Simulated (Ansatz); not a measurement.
**Na on Al(100): change of the work function**

Aim: the work function of Al(100) at several coverages of Na (hollow site), and the dipole that each adsorbate carries.

Method: plane-wave DFT, PBE, Ansatz PAW, in Ansatz 0.2.0.

Report form: the programs' logs are mostly left out.

**1. Set-up**

The cell holds 4 atoms: 4 Al. Its edges and angles: a = 2.864 Å, b = 2.864 Å, c = 24.075 Å, α = 90.0°, β = 90.0°, γ = 90.0°. Vacuum lies along c.

**2. The clean slab**

The bare slab comes first, as the zero from which every change is counted. The two lowest layers are held at bulk places and the upper ones relax. The dipole correction removes the false field that a one-sided slab makes across the periodic vacuum, so each face gets a flat vacuum level of its own.

The input, input.yaml:

```yaml
crystal:
  lattice:
    - [2.8637824638, 0.0, 0.0]
    - [0.0, 2.8637824638, 0.0]
    - [0.0, 0.0, 24.075]
  atoms:
    - { symbol: Al, position: [0.5, 0.5, 0.3738317757] }
    - { symbol: Al, position: [0.0, 0.0, 0.4579439252] }
    - { symbol: Al, position: [0.5, 0.5, 0.5420560748] }
    - { symbol: Al, position: [0.0, 0.0, 0.6261682243] }
kpoints:
  mp_grid: { grid: [12, 12, 1] }
hamiltonian:
  xc: pbe
scf:
  occupations: { method: fermi_dirac, width: 0.1 }
  convergence: { dr2_threshold: 1.0e-08 }
efield:
  axis: 3
  dipole_correction: true
  ramp_position: 0.97
  ramp_width: 0.06
relax:
  f_tol: 0.02
  max_steps: 60
  constraints: [{ sites: [0, 1] }]
output:
  write_potential: true
  write_density: true
  volumetric_format: npy
```

On the command line:

```bash
> ansatz run input.yaml --threads 2 --pin off --max-ram 4096MiB --backend cpu --events-out ev --progress --plain --runs-dir out
```

Wall time 11 s (2 threads of Arm Neoverse N1, shared host); peak memory 0.37 GiB; 21 s of CPU time.

Step by step:

| step | energy less that of the first step (eV) | largest force component (eV/Å) |
| --- | --- | --- |
| 1 | 0.0000 | 0.0860 |
| 2 | -0.0007 | 0.0199 |

Forces are held to the 8 operations that the run works with; a distortion that breaks them can't arise in this run.

The atoms that moved most (Å):

| atom | dx | dy | dz | length |
| --- | --- | --- | --- | --- |
| Al3 | 0.000 | 0.000 | -0.016 | 0.016 |
| Al4 | 0.000 | 0.000 | 0.011 | 0.011 |

The relaxed structure:

```xyz
4
Lattice="2.8638 0.0000 0.0000 0.0000 2.8638 0.0000 0.0000 0.0000 24.0750" Properties=species:S:1:pos:R:3
Al    1.4319    1.4319    9.0000
Al    0.0000    0.0000   11.0250
Al    1.4319    1.4319   13.0343
Al    0.0000    0.0000   15.0859
```

Numbers from this step:

```yaml
energy_at_zero_smearing: -2149.0408 eV
work_function_upper_face: 4.293 eV
dipole_along_the_normal: 3.97e-4 e·Å
```

Running mean over 2.025 Å of the planar mean; the ramp of the sawtooth is left out. Electron's electrostatic potential energy less the Fermi level against z:

| z (Å) | electron's electrostatic potential energy less the Fermi level (eV) |
| --- | --- |
| 3.0 | 4.30 |
| 3.5 | 4.30 |
| 4.0 | 4.30 |
| 4.5 | 4.30 |
| 5.0 | 4.30 |
| 5.5 | 4.28 |
| 6.0 | 4.23 |
| 6.5 | 4.06 |
| 7.0 | 3.50 |
| 7.5 | 1.87 |
| 8.0 | -0.524 |
| 8.5 | -2.83 |
| 9.0 | -4.18 |
| 9.5 | -4.50 |
| 10.0 | -4.56 |
| 10.5 | -4.57 |
| 11.0 | -4.58 |
| 11.5 | -4.61 |
| 12.0 | -4.62 |
| 12.5 | -4.61 |
| 13.0 | -4.56 |
| 13.5 | -4.49 |
| 14.0 | -4.45 |
| 14.5 | -4.42 |
| 15.0 | -4.25 |
| 15.5 | -3.15 |
| 16.0 | -0.942 |
| 16.5 | 1.48 |
| 17.0 | 3.30 |
| 17.5 | 4.00 |
| 18.0 | 4.21 |
| 18.5 | 4.27 |
| 19.0 | 4.29 |
| 19.5 | 4.29 |
| 20.0 | 4.29 |
| 20.5 | 4.29 |
| 21.0 | 4.29 |

The relaxation took 2 steps and lowered the energy by 7.4e-4 eV; the largest force on the free atoms ends at 0.020 eV/Å.

The work function of the upper face is 4.29 eV.

**3. The covered slab, k-mesh 4×4×1, coverage 0.111 ML**

System of this step: Na/Al(100). The cell holds 37 atoms: 36 Al and 1 Na. Cell: a = 8.591 Å, b = 8.591 Å, c = 26.239 Å, α = 90.0°, β = 90.0°, γ = 90.0°. Vacuum lies along c.

The clean slab as it ended is repeated in the plane and the adsorbate is set on one face; the cell's size fixes the coverage, and the k-mesh shrinks with it to keep the sampling density about even. Adsorbate and upper layers relax, since the dipole depends on the height.

The input, input.yaml:

```yaml
crystal:
  lattice:
    - [8.5913473914, 0.0, 0.0]
    - [0.0, 8.5913473914, 0.0]
    - [0.0, 0.0, 26.2394690836]
  atoms:
    - { symbol: Al, position: [0.1666666667, 0.1666666667, 0.3429947447] }
    - { symbol: Al, position: [0.0, 0.0, 0.4201685623] }
    - { symbol: Al, position: [0.1666666667, 0.1666666667, 0.4967452753] }
    - { symbol: Al, position: [0.0, 0.0, 0.5749312269] }
    - { symbol: Al, position: [0.1666666667, 0.5, 0.3429947447] }
    - { symbol: Al, position: [0.0, 0.3333333333, 0.4201685623] }
    - { symbol: Al, position: [0.1666666667, 0.5, 0.4967452753] }
    - { symbol: Al, position: [0.0, 0.3333333333, 0.5749312269] }
[... 25 atom lines left out ...]
    - { symbol: Al, position: [0.6666666667, 0.6666666667, 0.4201685623] }
    - { symbol: Al, position: [0.8333333333, 0.8333333333, 0.4967452753] }
    - { symbol: Al, position: [0.6666666667, 0.6666666667, 0.5749312269] }
    - { symbol: Na, position: [0.1666666667, 0.1666666667, 0.6570052553] }
kpoints:
  mp_grid: { grid: [4, 4, 1] }
hamiltonian:
  xc: pbe
scf:
  occupations: { method: fermi_dirac, width: 0.1 }
  convergence: { dr2_threshold: 1.0e-08 }
efield:
  axis: 3
  dipole_correction: true
  ramp_position: 0.97
  ramp_width: 0.06
relax:
  f_tol: 0.02
  max_steps: 60
  constraints:
    - { sites: [0, 1, 4, 5, 8, 9, 12, 13, 16, 17, 20, 21, 24, 25, 28, 29, 32, 33] }
output:
  write_potential: true
  write_density: true
  volumetric_format: npy
```

Elapsed: 6.1 min, on 2 threads; peak memory 2.5 GiB.

Relaxation path:

| step | energy less that of the first step (eV) | largest force component (eV/Å) |
| --- | --- | --- |
| 1 | 0.0000 | 0.6848 |
| 2 | -0.0833 | 0.2177 |
| 3 | -0.0930 | 0.0391 |
| 4 | -0.0933 | 0.0030 |

The run keeps the 8 symmetry operations that it works with, so distortions that break them were not tested.

The atoms that moved most (Å):

| atom | dx | dy | dz | length |
| --- | --- | --- | --- | --- |
| Na37 | 0.000 | 0.000 | 0.192 | 0.192 |
| Al4 | -0.023 | -0.023 | -0.032 | 0.045 |
| Al8 | -0.023 | 0.023 | -0.032 | 0.045 |
| Al16 | 0.023 | -0.023 | -0.032 | 0.045 |
| Al20 | 0.023 | 0.023 | -0.032 | 0.045 |
| Al3 | 0.000 | 0.000 | 0.015 | 0.015 |
| Al19 | 0.007 | 0.007 | 0.001 | 0.009 |
| Al31 | -0.007 | 0.007 | 0.001 | 0.009 |

Final coordinates:

```cif
data_structure
_symmetry_space_group_name_H-M 'P 1'
_symmetry_Int_Tables_number 1
_cell_length_a 8.5913
_cell_length_b 8.5913
_cell_length_c 26.2395
_cell_angle_alpha 90.000
_cell_angle_beta 90.000
_cell_angle_gamma 90.000
_cell_volume 1936.77
loop_
_atom_site_label
_atom_site_type_symbol
_atom_site_fract_x
_atom_site_fract_y
_atom_site_fract_z
_atom_site_occupancy
Al1 Al 0.16667 0.16667 0.34299 1
Al2 Al 0.00000 0.00000 0.42017 1
Al3 Al 0.16667 0.16667 0.49732 1
Al4 Al 0.99734 0.99734 0.57373 1
Al5 Al 0.16667 0.50000 0.34299 1
Al6 Al 0.00000 0.33333 0.42017 1
Al7 Al 0.16667 0.50056 0.49688 1
Al8 Al 0.99734 0.33600 0.57373 1
Al9 Al 0.16667 0.83333 0.34299 1
Al10 Al 0.00000 0.66667 0.42017 1
Al11 Al 0.16667 0.83277 0.49688 1
Al12 Al 0.99982 0.66667 0.57511 1
Al13 Al 0.50000 0.16667 0.34299 1
Al14 Al 0.33333 0.00000 0.42017 1
Al15 Al 0.50056 0.16667 0.49688 1
Al16 Al 0.33600 0.99734 0.57373 1
Al17 Al 0.50000 0.50000 0.34299 1
Al18 Al 0.33333 0.33333 0.42017 1
Al19 Al 0.50077 0.50077 0.49678 1
Al20 Al 0.33600 0.33600 0.57373 1
Al21 Al 0.50000 0.83333 0.34299 1
Al22 Al 0.33333 0.66667 0.42017 1
Al23 Al 0.50077 0.83256 0.49678 1
Al24 Al 0.33351 0.66667 0.57511 1
Al25 Al 0.83333 0.16667 0.34299 1
Al26 Al 0.66667 0.00000 0.42017 1
Al27 Al 0.83277 0.16667 0.49688 1
Al28 Al 0.66667 0.99982 0.57511 1
Al29 Al 0.83333 0.50000 0.34299 1
Al30 Al 0.66667 0.33333 0.42017 1
Al31 Al 0.83256 0.50077 0.49678 1
Al32 Al 0.66667 0.33351 0.57511 1
Al33 Al 0.83333 0.83333 0.34299 1
Al34 Al 0.66667 0.66667 0.42017 1
Al35 Al 0.83256 0.83256 0.49678 1
Al36 Al 0.66667 0.66667 0.57520 1
Na37 Na 0.16667 0.16667 0.66431 1
```

Numbers from this step:

```yaml
energy_at_zero_smearing: -20828.2458 eV
work_function_upper_face: 2.700 eV
work_function_lower_face: 4.306 eV
dipole_along_the_normal: 0.6552 e·Å
step_between_the_vacuum_levels: -1.606 eV
```

Running mean over 2.025 Å of the planar mean; the ramp of the sawtooth is left out. Electron's electrostatic potential energy less the Fermi level against z:

| z (Å) | electron's electrostatic potential energy less the Fermi level (eV) |
| --- | --- |
| 3.5 | 4.31 |
| 4.0 | 4.31 |
| 4.5 | 4.31 |
| 5.0 | 4.30 |
| 5.5 | 4.29 |
| 6.0 | 4.24 |
| 6.5 | 4.07 |
| 7.0 | 3.51 |
| 7.5 | 1.88 |
| 8.0 | -0.513 |
| 8.5 | -2.82 |
| 9.0 | -4.17 |
| 9.5 | -4.50 |
| 10.0 | -4.55 |
| 10.5 | -4.57 |
| 11.0 | -4.58 |
| 11.5 | -4.59 |
| 12.0 | -4.60 |
| 12.5 | -4.60 |
| 13.0 | -4.57 |
| 13.5 | -4.54 |
| 14.0 | -4.52 |
| 14.5 | -4.48 |
| 15.0 | -4.26 |
| 15.5 | -3.17 |
| 16.0 | -1.15 |
| 16.5 | 0.790 |
| 17.0 | 2.08 |
| 17.5 | 2.38 |
| 18.0 | 2.38 |
| 18.5 | 2.51 |
| 19.0 | 2.65 |
| 19.5 | 2.69 |
| 20.0 | 2.70 |
| 20.5 | 2.70 |
| 21.0 | 2.70 |
| 21.5 | 2.70 |
| 22.0 | 2.70 |
| 22.5 | 2.70 |
| 23.0 | 2.70 |

The relaxation took 4 steps and lowered the energy by 0.093 eV; the largest force on the free atoms ends at 0.0030 eV/Å.

The covered face has 2.70 eV, -1.59 eV against the clean one; the bare back face has moved by +0.00 eV, a measure of how thin the slab is.

**4. The covered slab, k-mesh 6×6×1, coverage 0.25 ML**

System of this step: Na/Al(100). The cell holds 17 atoms: 16 Al and 1 Na. Cell: a = 5.728 Å, b = 5.728 Å, c = 26.239 Å, α = 90.0°, β = 90.0°, γ = 90.0°. Vacuum lies along c.

Another coverage, to see how the dipoles act on each other as their distance changes.

The input, input.yaml:

```yaml
crystal:
  lattice:
    - [5.7275649276, 0.0, 0.0]
    - [0.0, 5.7275649276, 0.0]
    - [0.0, 0.0, 26.2394690836]
  atoms:
    - { symbol: Al, position: [0.25, 0.25, 0.3429947447] }
    - { symbol: Al, position: [0.0, 0.0, 0.4201685623] }
    - { symbol: Al, position: [0.25, 0.25, 0.4967452753] }
    - { symbol: Al, position: [0.0, 0.0, 0.5749312269] }
    - { symbol: Al, position: [0.25, 0.75, 0.3429947447] }
    - { symbol: Al, position: [0.0, 0.5, 0.4201685623] }
    - { symbol: Al, position: [0.25, 0.75, 0.4967452753] }
    - { symbol: Al, position: [0.0, 0.5, 0.5749312269] }
    - { symbol: Al, position: [0.75, 0.25, 0.3429947447] }
    - { symbol: Al, position: [0.5, 0.0, 0.4201685623] }
    - { symbol: Al, position: [0.75, 0.25, 0.4967452753] }
    - { symbol: Al, position: [0.5, 0.0, 0.5749312269] }
    - { symbol: Al, position: [0.75, 0.75, 0.3429947447] }
    - { symbol: Al, position: [0.5, 0.5, 0.4201685623] }
    - { symbol: Al, position: [0.75, 0.75, 0.4967452753] }
    - { symbol: Al, position: [0.5, 0.5, 0.5749312269] }
    - { symbol: Na, position: [0.25, 0.25, 0.6570052553] }
kpoints:
  mp_grid: { grid: [6, 6, 1] }
hamiltonian:
  xc: pbe
scf:
  occupations: { method: fermi_dirac, width: 0.1 }
  convergence: { dr2_threshold: 1.0e-08 }
efield:
  axis: 3
  dipole_correction: true
  ramp_position: 0.97
  ramp_width: 0.06
relax:
  f_tol: 0.02
  max_steps: 60
  constraints: [{ sites: [0, 1, 4, 5, 8, 9, 12, 13] }]
output:
  dos: { projected: true, e_range: [-8, 4] }
  write_potential: true
  write_density: true
  volumetric_format: npy
  elf: true
```

Elapsed: 2.2 min, on 2 threads; peak memory 1 GiB; 4.3 min of CPU time.

Relaxation path:

| step | energy less that of the first step (eV) | largest force component (eV/Å) |
| --- | --- | --- |
| 1 | 0.0000 | 0.5280 |
| 2 | -0.0520 | 0.1706 |
| 3 | -0.0593 | 0.0346 |
| 4 | -0.0595 | 0.0039 |

Forces are held to the 8 operations that the run works with; a distortion that breaks them can't arise in this run.

The atoms that moved most (Å):

| atom | dx | dy | dz | length |
| --- | --- | --- | --- | --- |
| Na17 | 0.000 | 0.000 | 0.144 | 0.144 |
| Al4 | -0.018 | -0.018 | -0.030 | 0.040 |
| Al12 | 0.018 | -0.018 | -0.030 | 0.040 |
| Al8 | -0.018 | 0.018 | -0.030 | 0.040 |
| Al16 | 0.018 | 0.018 | -0.030 | 0.040 |
| Al15 | 0.000 | 0.000 | -0.018 | 0.018 |
| Al3 | 0.000 | 0.000 | 0.014 | 0.014 |

The relaxed structure:

```cif
data_structure
_symmetry_space_group_name_H-M 'P 1'
_symmetry_Int_Tables_number 1
_cell_length_a 5.7276
_cell_length_b 5.7276
_cell_length_c 26.2395
_cell_angle_alpha 90.000
_cell_angle_beta 90.000
_cell_angle_gamma 90.000
_cell_volume 860.79
loop_
_atom_site_label
_atom_site_type_symbol
_atom_site_fract_x
_atom_site_fract_y
_atom_site_fract_z
_atom_site_occupancy
Al1 Al 0.25000 0.25000 0.34299 1
Al2 Al 0.00000 0.00000 0.42017 1
Al3 Al 0.25000 0.25000 0.49728 1
Al4 Al 0.99683 0.99683 0.57378 1
Al5 Al 0.25000 0.75000 0.34299 1
Al6 Al 0.00000 0.50000 0.42017 1
Al7 Al 0.25000 0.75000 0.49675 1
Al8 Al 0.99683 0.50317 0.57378 1
Al9 Al 0.75000 0.25000 0.34299 1
Al10 Al 0.50000 0.00000 0.42017 1
Al11 Al 0.75000 0.25000 0.49675 1
Al12 Al 0.50317 0.99683 0.57378 1
Al13 Al 0.75000 0.75000 0.34299 1
Al14 Al 0.50000 0.50000 0.42017 1
Al15 Al 0.75000 0.75000 0.49608 1
Al16 Al 0.50317 0.50317 0.57378 1
Na17 Na 0.25000 0.25000 0.66250 1
```

This step gave:

| Item | Value |
| --- | --- |
| energy at zero smearing | -10082.8940 eV |
| work function, upper face | 1.668 eV |
| work function, lower face | 4.289 eV |
| dipole along the normal | 0.4751 e·Å |
| step between the vacuum levels | -2.621 eV |

The density of states has structure finer than the step of the table below, so its rows give means over 0.25 eV, whole bins alone (the curve runs from -8 to 1.98 eV). Peaks (eV: height): -1.050: 13.1, 0.390: 13.1, 0.690: 14.3, 0.870: 11.4, 1.020: 10.8, 1.350: 11.8, 1.650: 11.5.

The density of states by energy, zero at the Fermi level; means over each step:

energy (eV), density of states (states/eV a cell) and a bar from the least value:
```
    -7.75        2.8 
    -7.50        2.7 
    -7.25        4.1 #####
    -7.00        3.5 ###
    -6.75        3.6 ###
    -6.50        4.1 #####
    -6.25        4.5 ######
    -6.00        5.7 ###########
    -5.75        3.6 ###
    -5.50        2.9 #
    -5.25        4.1 #####
    -5.00        3.9 ####
    -4.75        5.7 ##########
    -4.50        5.7 ##########
    -4.25        6.3 ############
    -4.00        5.0 ########
    -3.75        6.0 ############
    -3.50        3.3 ##
    -3.25        5.2 #########
    -3.00        9.4 #######################
    -2.75        6.2 ############
    -2.50        4.8 #######
    -2.25        8.1 ##################
    -2.00        7.3 ################
    -1.75        5.2 #########
    -1.50        7.8 ##################
    -1.25        5.8 ###########
    -1.00        9.1 ######################
    -0.75        7.8 ##################
    -0.50        8.7 #####################
    -0.25        6.4 #############
     0.00        4.3 ######
     0.25        9.3 #######################
     0.50        8.7 #####################
     0.75       11.4 ##############################
     1.00        7.9 ##################
     1.25       10.0 #########################
     1.50        9.1 ######################
     1.75        7.1 ###############
```

Projected DOS per atom over height of the atomic layer and energy from the Fermi level. Layers: Al4 Al4 Al4 Al4 Na from below.

Values in states/eV, 22 rows by 5 columns, each cell a mean:
```
0.36 0.28 0.30 0.38 0.18
0.47 0.53 0.55 0.47 0.62
0.62 0.37 0.36 0.66 1.11
0.62 0.35 0.39 0.61 0.83
0.34 0.25 0.25 0.37 0.14
0.52 0.47 0.45 0.56 0.07
0.56 0.41 0.40 0.58 0.07
0.54 0.30 0.30 0.54 0.11
0.44 0.29 0.30 0.45 0.09
0.45 0.37 0.38 0.49 0.07
0.40 0.43 0.44 0.44 0.02
0.38 0.31 0.31 0.42 0.03
0.34 0.26 0.26 0.39 0.04
0.34 0.33 0.33 0.38 0.04
0.33 0.38 0.37 0.35 0.01
0.25 0.25 0.25 0.26 0.01
0.16 0.21 0.20 0.17 0.01
0.29 0.40 0.40 0.30 0.01
0.23 0.29 0.28 0.24 0.02
0.18 0.26 0.25 0.19 0.01
0.18 0.27 0.27 0.19 0.01
0.15 0.20 0.20 0.15 0.01
```
Columns: height of the atomic layer (Å) from 9 to 17.4 (not evenly spaced); rows upwards: energy from the Fermi level (eV) from -7.96 to 1.95.

Electrostatic potential energy in the ca plane at fractional y = 0.250, with atoms of Al and Na within 0.2 Å of it. With pseudopotentials it is smooth inside the atoms' cores, unlike the true potential.

Ten even steps from '0' (-18 eV) to '9' (4 eV), each cell a mean:
```
87667888888876678888899999999999999999999999
52114788888621147888999999999999999999999999
21311689987313205899999999999999999999999999
02540589997125404899999999999999999999999999
21211689987302205899999999999999999999999999
52124788888631147888999999999999999999999999
87667888888876678888899999999999999999999999
87778888788887788888899988888899999999999999
75346888888754468888899876678889999999999999
30102688888411126899998731147889999999999999
12530589997215404899998500016788999999999999
12530589997215404899998500016788999999999999
30002688888411026899998730147889999999999999
75346888888754468888899876678889999999999999
87778888788887788888899998888899999999999999
```
Columns run along c (16.0 Å, from fractional 0.31 to 0.92 of the cell; values clipped at the 3rd and 97th percentile), rows up along a (5.7 Å). Atoms in or near the plane, at fractional coordinates: Al at (0.34, 0.25), Al at (0.50, 0.25), Al at (0.34, 0.75), Al at (0.50, 0.75), Na at (0.66, 0.25).

Valence density in the ca plane at fractional y = 0.250, with atoms of Al and Na within 0.2 Å of it. It is the smooth field of the valence electrons, not physical close to the nuclei.

Ten steps, logarithmic in the rise over the least value, from '0' (0 e/Å³) to '9' (14 e/Å³), each cell a mean:
```
11221111111112111111111000000000000000000000
11112111111211121111110000000000000000000000
11111111111111111111100000000000000000000000
11011111111110011111000000000000000000000000
11111111111111111111100000000000000000000000
11111111111211111111110000000000000000000000
11221111111111111111111000000000000000000000
11111111111111111111111000000000000000000000
11121111111121111111111011100000000000000000
11111111111111111111111146620000000000000000
11011111111110111111100279951000000000000000
11011111111110111111100279951000000000000000
11111111111111111111111146620000000000000000
11221111111122221111111011100000000000000000
11111111111111111111111000000000000000000000
```
Columns run along c (16.0 Å, from fractional 0.31 to 0.92 of the cell), rows up along a (5.7 Å). Atoms in or near the plane, at fractional coordinates: Al at (0.34, 0.25), Al at (0.50, 0.25), Al at (0.34, 0.75), Al at (0.50, 0.75), Na at (0.66, 0.25).

[end of part 1 of 2]

[Logs are printed without paths, hosts, clocks, repeated set-up lines and the standing remarks that a program may print on its own settings, such as how far it seeks lower states.]

[Hosts, paths, dates, database ids (printed as entryN), source tags and the programs' standing remarks are cut or masked in the printed files.]

[Maps of the electrostatic potential energy from Ansatz leave out the sawtooth potential of an applied field or a dipole correction, so their vacuum need not be flat; planar profiles and work functions include it.]

[The density of states shown here was stored with 400 of the rows of the run's finer table, so its peaks can read low, often by over a quarter, or be missed, and its means over a window can be off by a tenth or more.]
